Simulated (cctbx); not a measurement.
**Interatomic vectors of Li5TaS4**

Space group Immm (no. 71), a = 3.8880 Å, b = 6.9930 Å, c = 13.1200 Å, α = 90.00°, β = 90.00°, γ = 90.00°, content Ta2 S8 Li10.

Simulated single-crystal data (cctbx): Mo Kα, λ = 0.71073 Å, to d = 0.7 Å, 70 % of the full sphere, strongest reflection 20000 counts, noise from counting, a 4 % proportional error and a noise floor of 8 counts (s.d.); no absorption.

Patterson synthesis from sharpened amplitudes, origin scaled to 1000:

```text
Patterson group I m m m
      u       v       w   height  length (A)
  0.000   0.000   0.000   1000.0     0.00
  0.000   0.237   0.500    287.8     6.77
  0.000   0.000   0.214    283.1     2.81
  0.000   0.500   0.000     85.2     3.50
  0.000   0.249   0.300     52.5     4.30
  0.000   0.101   0.055     47.3     1.01
  0.111   0.132   0.000     46.6     1.02
  0.218   0.064   0.025     45.4     1.01
  0.157   0.000   0.059     40.1     0.98
  0.069   0.000   0.076     35.2     1.03
  0.263   0.204   0.000     28.9     1.76
  0.208   0.325   0.475     24.3     6.68
  0.000   0.129   0.172     24.2     2.43
  0.117   0.500   0.435     23.1     6.71
```

**Question.** Which atom pairs make the peaks, and where is the heaviest atom?

A peak at u stands for all pairs with xi − xj = u, with weight Σ ZiZj against Σ Z² = 12796 at the origin. Peak heights follow these weights only roughly, since form factors, motion and series ripples differ, all vectors within 0.55 Å of a peak are counted as merged into it though the farther ones add only part of their weight, and F(000) is left out, which lowers the whole map:

| u | v | w | shortest length (Å) | height | 1000 ΣZiZj/ΣZ² | pairs in the cell |
| --- | --- | --- | --- | --- | --- | --- |
| 0.000 | 0.237 | 0.500 | 2.68 | 288 | 380 | 4 × Ta–S, 4 × S–Li |
| 0.000 | 0.000 | 0.214 | 2.81 | 283 | 365 | 4 × Ta–S |
| 0.000 | 0.500 | 0.000 | 3.50 | 85 | 154 | 4 × S–S, 4 × Ta–Li, 8 × Li–Li |
| 0.000 | 0.249 | 0.300 | 3.71 | 52 | 151 | 4 × S–S, 4 × Ta–Li, 4 × Li–Li |
| 0.000 | 0.101 | 0.055 | 1.01 | 47 | 0 | none within 0.55 Å |
| 0.111 | 0.132 | 0.000 | 1.02 | 47 | 0 | none within 0.55 Å |
| 0.218 | 0.064 | 0.025 | 1.01 | 45 | 0 | none within 0.55 Å |

The table stops at ten peaks or at a height of 45, below which ripples compete. In the model behind the data Ta, the heaviest element, has 1 independent site: (1/2, 0, 0), up to an allowed shift of origin. No listed peak is a Ta–Ta vector, so the position follows from the cell content and the cross vectors. The whole model:

```csv
atom,mult.,x,y,z,Ueq (Å²)
Ta1,2,1/2,0,0,0.0049
S1,4,0,0.2663,0,0.0070
S2,4,1/2,0,0.7853,0.0055
Li1,2,1/2,1/2,0,0.0078
Li2,8,0,0.7777,0.8216,0.0081
```

This is a model crystal, built by substitution and not relaxed, with assumed displacement parameters.

[Logs are printed without paths, hosts, clocks, repeated set-up lines and the standing remarks that a program may print on its own settings, such as how far it seeks lower states.]
